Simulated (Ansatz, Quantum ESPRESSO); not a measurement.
# Mode couplings of Pd (Fm-3m) in a second program, part 2 of 2

Each step names its level of theory.

So far. Step 2 (Relaxation): The largest force is now zero by symmetry and the largest stress component 0.029 GPa. Step 3 (Ground state with pw.x): With these potentials, mesh and smearing the cell is at 0.14 GPa. The relaxed cell has a = 3.945 Å (conventional setting).

### 4. Phonons and couplings with ph.x: Fermi–Dirac smearing of 0.1 eV

Level of this step: DFT PBE, scalar-relativistic, plane waves, GBRV ultrasoft pseudopotentials (Quantum ESPRESSO).

ph.x gives each mode's frequency and linewidth; λ of a mode follows from Gaussian double-delta sums over the k mesh, here at four widths.

Contents of ph.in:

```
phonons and couplings
 &inputph
    prefix='x',
    outdir='./tmp',
    tr2_ph=1.0d-15,
    fildyn='x.dyn',
    fildvscf='dvscf',
    ldisp=.true.,
    nq1=3,
    nq2=3,
    nq3=3,
    electron_phonon='simple',
    el_ph_ngauss=0,
    el_ph_sigma=0.00734986,
    el_ph_nsigma=4,
    alpha_mix(1)=0.5,
    amass(1)=106.42,
 /
```

Command:

```bash
$ OMP_NUM_THREADS=1 mpirun -n 4 ph.x -nk 4 -in ph.in > ph.x.log
```

Log:

```text
[banner, memory and clock lines left out]
Program PHONON v.7.5

     ./tmp/x.save/

     IMPORTANT: XC functional enforced from input :
     Exchange-correlation= PBE
                           (   1   4   3   4   0   0   0)
     Any further DFT definition will be discarded
     Please, verify this is what you really want

     G-vector sticks info

     negative rho (up, down):  7.897E-02 0.000E+00
     Reading collected, re-writing distributed wavefunctions in ./tmp/

     Dynamical matrices for ( 3, 3, 3)  uniform grid of q-points
     (   4 q-points):
       N         xq(1)         xq(2)         xq(3)
       1   0.000000000   0.000000000   0.000000000
       2   0.235702260   0.235702260  -0.235702260
       3   0.471404521   0.000000000  -0.000000000
       4  -0.000000000  -0.471404521   0.471404521

     Number and degeneracy of irreps per q-point
       N         xq(1)         xq(2)         xq(3)   N irreps
       1   0.000000000   0.000000000   0.000000000       1
        3
       2   0.235702260   0.235702260  -0.235702260       2
        1   2
       3   0.471404521   0.000000000  -0.000000000       2
        1   2
       4  -0.000000000  -0.471404521   0.471404521       3
     No degeneracy

     Saving dvscf to file. Distribute only q points, not irreducible representations.

     Calculation of q =    0.0000000   0.0000000   0.0000000

     phonons and couplings

     bravais-lattice index     =            0
     lattice parameter (alat)  =       5.2710  a.u.
     unit-cell volume          =     103.5533 (a.u.)^3
     number of atoms/cell      =            1
     number of atomic types    =            1
     kinetic-energy cut-off    =      45.0000  Ry
     charge density cut-off    =     360.0000  Ry
     convergence threshold     =      1.0E-15
     beta                      =       0.5000
     number of iterations used =            4
     Exchange-correlation= PBE
                           (   1   4   3   4   0   0   0)

     celldm(1)=    5.27100  celldm(2)=    0.00000  celldm(3)=    0.00000
     celldm(4)=    0.00000  celldm(5)=    0.00000  celldm(6)=    0.00000

     crystal axes: (cart. coord. in units of alat)
               a(1) = (  0.0000  0.7071  0.7071 )
               a(2) = (  0.7071  0.0000  0.7071 )
               a(3) = (  0.7071  0.7071  0.0000 )

     reciprocal axes: (cart. coord. in units 2 pi/alat)
               b(1) = ( -0.7071  0.7071  0.7071 )
               b(2) = (  0.7071 -0.7071  0.7071 )
               b(3) = (  0.7071  0.7071 -0.7071 )

     Atoms inside the unit cell:

     Cartesian axes

     site n.  atom      mass           positions (alat units)
        1  Pd    106.4200   tau(    1) = (    0.00000    0.00000    0.00000  )

     Computing dynamical matrix for
                    q = (   0.0000000   0.0000000   0.0000000 )

     49 Sym.Ops. (with q -> -q+G )

     G cutoff =  253.3546  (  11935 G-vectors)     FFT grid: ( 32, 32, 32)
     G cutoff =  126.6773  (   4279 G-vectors)  smooth grid: ( 24, 24, 24)

     number of k points=    72  Fermi-Dirac smearing, width (Ry)=  0.0073

     PseudoPot. # 1 for Pd read from file:
     ./pseudo/Pd.upf
     Pseudo is Ultrasoft + core correction, Zval = 16.0
     Using radial grid of  887 points,  6 beta functions with:
                l(1) =   0
                l(2) =   0
                l(3) =   1
                l(4) =   1
                l(5) =   2
                l(6) =   2
     Q(r) pseudized with  8 coefficients,  rinner =    1.130   1.130   1.130
                                                       1.130   1.130

     Mode symmetry, O_h (m-3m)  point group:

     Atomic displacements:
     There are    1 irreducible representations

     Representation     1      3 modes -  To be done

     Alpha used in Ewald sum =   2.8000

     negative rho (up, down):  7.897E-02 0.000E+00

     Representation #   1 modes #   1   2   3

     Self-consistent Calculation

     Pert. #  1: Fermi energy shift (Ry) =     1.6910E-25    -4.7020E-38
     Pert. #  2: Fermi energy shift (Ry) =    -1.5914E-25    -2.3118E-37
     Pert. #  3: Fermi energy shift (Ry) =     3.5085E-25    -7.8366E-39

      thresh= 1.000E-02 alpha_mix =  0.500 |ddv_scf|^2 =  7.447E-06

     Pert. #  1: Fermi energy shift (Ry) =    -4.4429E-26     4.8979E-40
     Pert. #  2: Fermi energy shift (Ry) =     1.6896E-26     4.6530E-39
     Pert. #  3: Fermi energy shift (Ry) =     2.3022E-25    -6.1224E-39

      thresh= 2.729E-04 alpha_mix =  0.500 |ddv_scf|^2 =  4.559E-07

     Pert. #  1: Fermi energy shift (Ry) =     6.8662E-26     6.1224E-41
     Pert. #  2: Fermi energy shift (Ry) =     6.6946E-26     7.8060E-40
     Pert. #  3: Fermi energy shift (Ry) =    -1.8310E-26     1.5306E-40

      thresh= 6.752E-05 alpha_mix =  0.500 |ddv_scf|^2 =  2.034E-09

     Pert. #  1: Fermi energy shift (Ry) =    -1.2528E-25     4.5918E-41
     Pert. #  2: Fermi energy shift (Ry) =    -5.6714E-27     1.1479E-41
     Pert. #  3: Fermi energy shift (Ry) =    -2.3965E-26     7.6530E-42

      thresh= 4.510E-06 alpha_mix =  0.500 |ddv_scf|^2 =  3.493E-11

     Pert. #  1: Fermi energy shift (Ry) =     1.2057E-25     2.4872E-41
     Pert. #  2: Fermi energy shift (Ry) =     3.1239E-26     9.8054E-42
     Pert. #  3: Fermi energy shift (Ry) =    -2.8924E-25     3.3482E-42

      thresh= 5.910E-07 alpha_mix =  0.500 |ddv_scf|^2 =  1.965E-12

     Pert. #  1: Fermi energy shift (Ry) =    -7.1019E-26    -1.1001E-41
     Pert. #  2: Fermi energy shift (Ry) =    -7.3375E-27     1.5545E-42
     Pert. #  3: Fermi energy shift (Ry) =    -2.3162E-25    -3.1090E-42

      thresh= 1.402E-07 alpha_mix =  0.500 |ddv_scf|^2 =  1.783E-14

     Pert. #  1: Fermi energy shift (Ry) =    -3.0965E-26     1.4828E-41
     Pert. #  2: Fermi energy shift (Ry) =     2.7282E-25     1.3991E-41
     Pert. #  3: Fermi energy shift (Ry) =     5.4021E-27     4.5439E-42

      thresh= 1.335E-08 alpha_mix =  0.500 |ddv_scf|^2 =  6.305E-17

     End of self-consistent calculation

     Convergence has been achieved

     Number of q in the star =    1
     List of q in the star:
          1   0.000000000   0.000000000   0.000000000

     Diagonalizing the dynamical matrix

     q = (    0.000000000   0.000000000   0.000000000 )

 **************************************************************************
     freq (    1) =       0.133557 [THz] =       4.454969 [cm-1]
     freq (    2) =       0.133557 [THz] =       4.454969 [cm-1]
     freq (    3) =       0.133557 [THz] =       4.454969 [cm-1]
 **************************************************************************

     Mode symmetry, O_h (m-3m)  point group:

[...]
(   1   4   3   4   0   0   0)

     celldm(1)=   5.271000  celldm(2)=   0.000000  celldm(3)=   0.000000
     celldm(4)=   0.000000  celldm(5)=   0.000000  celldm(6)=   0.000000

     crystal axes: (cart. coord. in units of alat)
               a(1) = (   0.000000   0.707107   0.707107 )
               a(2) = (   0.707107   0.000000   0.707107 )
               a(3) = (   0.707107   0.707107   0.000000 )

     reciprocal axes: (cart. coord. in units 2 pi/alat)
               b(1) = ( -0.707107  0.707107  0.707107 )
               b(2) = (  0.707107 -0.707107  0.707107 )
               b(3) = (  0.707107  0.707107 -0.707107 )

     PseudoPot. # 1 for Pd read from file:
     ./pseudo/Pd.upf
     Pseudo is Ultrasoft + core correction, Zval = 16.0
     Using radial grid of  887 points,  6 beta functions with:
[...]
l(5) =   2
                l(6) =   2
     Q(r) pseudized with  8 coefficients,  rinner =    1.130   1.130   1.130
                                                       1.130   1.130

     atomic species   valence    mass     pseudopotential
     Pd               16.00   106.42000     Pd( 1.00)

     48 Sym. Ops., with inversion, found

   Cartesian axes

     site n.     atom                  positions (alat units)
         1        Pd     tau(   1) = (   0.0000000   0.0000000   0.0000000  )

     number of k points=  1020  Fermi-Dirac smearing, width (Ry)=  0.0073

     Number of k-points >= 100: set verbosity='high' to print them.

     Dense  grid:    11935 G-vectors     FFT dimensions: (  32,  32,  32)

     Smooth grid:     4279 G-vectors     FFT dimensions: (  24,  24,  24)

     The potential is recalculated from file :
     ./tmp/_ph0/x.q_4/x.save/charge-density

     negative rho (up, down):  7.897E-02 0.000E+00
     Starting wfcs are   12 atomic +    3 random wfcs

     Band Structure Calculation
     Davidson diagonalization with overlap

     ethr =  6.25E-11,  avg # of iterations = 15.6

     End of band structure calculation

     Number of k-points >= 100: set verbosity='high' to print the bands.

     the Fermi energy is    17.7461 ev

     Writing config to output data dir ./tmp/_ph0/x.q_4/x.save/ :
     XML data file

     phonons and couplings

     bravais-lattice index     =            0
     lattice parameter (alat)  =       5.2710  a.u.
     unit-cell volume          =     103.5533 (a.u.)^3
     number of atoms/cell      =            1
     number of atomic types    =            1
     kinetic-energy cut-off    =      45.0000  Ry
     charge density cut-off    =     360.0000  Ry
     convergence threshold     =      1.0E-15
     beta                      =       0.5000
     number of iterations used =            4
     Exchange-correlation= PBE
                           (   1   4   3   4   0   0   0)

     celldm(1)=    5.27100  celldm(2)=    0.00000  celldm(3)=    0.00000
     celldm(4)=    0.00000  celldm(5)=    0.00000  celldm(6)=    0.00000

     crystal axes: (cart. coord. in units of alat)
               a(1) = (  0.0000  0.7071  0.7071 )
               a(2) = (  0.7071  0.0000  0.7071 )
               a(3) = (  0.7071  0.7071  0.0000 )

     reciprocal axes: (cart. coord. in units 2 pi/alat)
               b(1) = ( -0.7071  0.7071  0.7071 )
               b(2) = (  0.7071 -0.7071  0.7071 )
               b(3) = (  0.7071  0.7071 -0.7071 )

     Atoms inside the unit cell:

     Cartesian axes

     site n.  atom      mass           positions (alat units)
        1  Pd    106.4200   tau(    1) = (    0.00000    0.00000    0.00000  )

     Computing dynamical matrix for
                    q = (  -0.0000000  -0.4714045   0.4714045 )

      4 Sym.Ops. (no q -> -q+G )

     G cutoff =  253.3546  (  11935 G-vectors)     FFT grid: ( 32, 32, 32)
     G cutoff =  126.6773  (   4279 G-vectors)  smooth grid: ( 24, 24, 24)

     number of k points=  1020  Fermi-Dirac smearing, width (Ry)=  0.0073

     PseudoPot. # 1 for Pd read from file:
     ./pseudo/Pd.upf
     Pseudo is Ultrasoft + core correction, Zval = 16.0
     Using radial grid of  887 points,  6 beta functions with:
                l(1) =   0
                l(2) =   0
                l(3) =   1
                l(4) =   1
                l(5) =   2
                l(6) =   2
     Q(r) pseudized with  8 coefficients,  rinner =    1.130   1.130   1.130
                                                       1.130   1.130

     Mode symmetry, C_2v (mm2)  point group:

     Atomic displacements:
     There are    3 irreducible representations

     Representation     1      1 modes -  To be done

     Representation     2      1 modes -  To be done

     Representation     3      1 modes -  To be done

     Alpha used in Ewald sum =   2.8000

     negative rho (up, down):  7.897E-02 0.000E+00

     Representation #   1 mode #   1

     Self-consistent Calculation

[...]
End of self-consistent calculation

     Convergence has been achieved

     Representation #   2 mode #   2

     Self-consistent Calculation

[...]
End of self-consistent calculation

     Convergence has been achieved

     Representation #   3 mode #   3

     Self-consistent Calculation

[...]
thresh= 2.300E-03 alpha_mix =  0.500 |ddv_scf|^2 =  1.272E-05

      thresh= 3.566E-04 alpha_mix =  0.500 |ddv_scf|^2 =  1.898E-07

      thresh= 4.357E-05 alpha_mix =  0.500 |ddv_scf|^2 =  3.530E-09

      thresh= 5.942E-06 alpha_mix =  0.500 |ddv_scf|^2 =  3.721E-11

      thresh= 6.100E-07 alpha_mix =  0.500 |ddv_scf|^2 =  2.618E-12

      thresh= 1.618E-07 alpha_mix =  0.500 |ddv_scf|^2 =  1.181E-13

      thresh= 3.437E-08 alpha_mix =  0.500 |ddv_scf|^2 =  1.027E-14

      thresh= 1.013E-08 alpha_mix =  0.500 |ddv_scf|^2 =  2.199E-16

     End of self-consistent calculation

     Convergence has been achieved

     Number of q in the star =   12
     List of q in the star:
[...]
5  -0.471404521   0.471404521   0.000000000
          6   0.471404521  -0.471404521   0.000000000
          7  -0.471404521  -0.471404521  -0.000000000
          8   0.000000000   0.471404521  -0.471404521
          9   0.471404521  -0.000000000  -0.471404521
         10   0.471404521   0.000000000   0.471404521
         11  -0.471404521   0.000000000  -0.471404521
         12  -0.471404521  -0.000000000   0.471404521

     Diagonalizing the dynamical matrix

     q = (   -0.000000000  -0.471404521   0.471404521 )

 **************************************************************************
     freq (    1) =       3.689491 [THz] =     123.068186 [cm-1]
     freq (    2) =       5.361846 [THz] =     178.851926 [cm-1]
     freq (    3) =       5.402612 [THz] =     180.211743 [cm-1]
 **************************************************************************

     Mode symmetry, C_2v (mm2)  point group:

     freq (   1-   1) =        123.1  [cm-1]   --> B_1  D_3  S_3
     freq (   2-   2) =        178.9  [cm-1]   --> B_2  D_4  S_4
     freq (   3-   3) =        180.2  [cm-1]   --> A_1  D_1  S_1

     Gaussian Broadening:   0.007 Ry, ngauss=   0
     DOS = 18.186037 states/spin/Ry/Unit Cell at Ef= 17.712435 eV
     double delta at Ef =608.083301
[...]
Gaussian Broadening:   0.015 Ry, ngauss=   0
     DOS = 15.241494 states/spin/Ry/Unit Cell at Ef= 17.733377 eV
     double delta at Ef =409.341246
[...]
lambda(    2)=  0.0396   gamma=   16.55 GHz
     lambda(    3)=  0.0612   gamma=   26.00 GHz

     Gaussian Broadening:   0.022 Ry, ngauss=   0
     DOS = 12.961287 states/spin/Ry/Unit Cell at Ef= 17.763504 eV
     double delta at Ef =303.937208
     lambda(    1)=  0.0880   gamma=   14.82 GHz
     lambda(    2)=  0.0453   gamma=   16.13 GHz
     lambda(    3)=  0.0659   gamma=   23.79 GHz

     Gaussian Broadening:   0.029 Ry, ngauss=   0
     DOS = 11.173199 states/spin/Ry/Unit Cell at Ef= 17.799053 eV
     double delta at Ef =229.729605
     lambda(    1)=  0.0902   gamma=   13.11 GHz
     lambda(    2)=  0.0475   gamma=   14.56 GHz
     lambda(    3)=  0.0654   gamma=   20.37 GHz
```

It took 4.1 min on 4 MPI ranks of Arm Neoverse V2, shared host.

This step gave:

| Property | Result |
| --- | --- |
| highest frequency, solved or plainly interpolated | 189.5 cm⁻¹ |
| omega log against width | 15.88, 16.15, 16.4, 16.48 meV, at widths 0.1 to 0.4 eV |

As ph.x prints them, no sum rule imposed; at the zone centre the sum is no linewidth. Double-delta sums:

```tsv
q1	q2	q3	star	mode	omega (meV)	lambda_q, sigma 0.1 eV	lambda_q, sigma 0.2 eV	lambda_q, sigma 0.3 eV	lambda_q, sigma 0.4 eV	half width at sigma 0.2 (meV)
0	0	0	1	1	0.5523	0	0	0	0	1.24e-4
0	0	0	1	2	0.5523	0	0	0	0	1.24e-4
0	0	0	1	3	0.5523	0	0	0	0	1.24e-4
0	0	0.3333	8	1	10.91	0.1014	0.0885	0.0792	0.0735	0.0371
0	0	0.3333	8	2	10.91	0.1014	0.0885	0.0792	0.0735	0.0371
0	0	0.3333	8	3	23.49	0.0385	0.0332	0.0297	0.0278	0.06452
0	0.3333	0.3333	6	1	15.81	0.0638	0.0497	0.0477	0.0479	0.04371
0	0.3333	0.3333	6	2	15.81	0.0638	0.0497	0.0477	0.0479	0.04371
0	0.3333	0.3333	6	3	22.98	0.0758	0.0651	0.0596	0.0532	0.121
0	0.3333	-0.3333	12	1	15.26	0.0987	0.0836	0.088	0.0902	0.06849
0	0.3333	-0.3333	12	2	22.17	0.0344	0.0396	0.0453	0.0475	0.06845
0	0.3333	-0.3333	12	3	22.34	0.0573	0.0612	0.0659	0.0654	0.1075
```

Mean over the q mesh without its centre; few wavevectors enter, so none of the widths can be taken as converged. The coupling constant λ, lambda by Gaussian width:

```tsv
Gaussian width (eV)	coupling constant λ, lambda
0.100	0.209
0.200	0.188
0.300	0.186
0.400	0.182
```

λ runs from 0.209 at 0.1 eV to 0.182 at 0.4 eV.

### 5. Summary of results

```json
{
 "phonon run of the rows without a label of their own": "PBE, q 3×3×3, k 12×12×12",
 "coupling λ by Gaussian sums at 0.2 eV, Quantum ESPRESSO, GBRV, cutoff 612 eV, q 3×3×3, k 12×12×12": "0.188"
}
```

What this shows: Under gradient-corrected functionals ph.x can misplace modes where the density is low; no frozen-phonon run checks these frequencies. In the last run that gave them, λ from the Gaussian sums is steady within 15 % between widths of 0.1 and 0.4 eV; these sums hold few wavevectors and leave out the zone centre.

[Logs are printed without paths, hosts, clocks, repeated set-up lines and the standing remarks that a program may print on its own settings, such as how far it seeks lower states.]

[Hosts, paths, dates, database ids (printed as entryN), source tags and the programs' standing remarks are cut or masked in the printed files.]
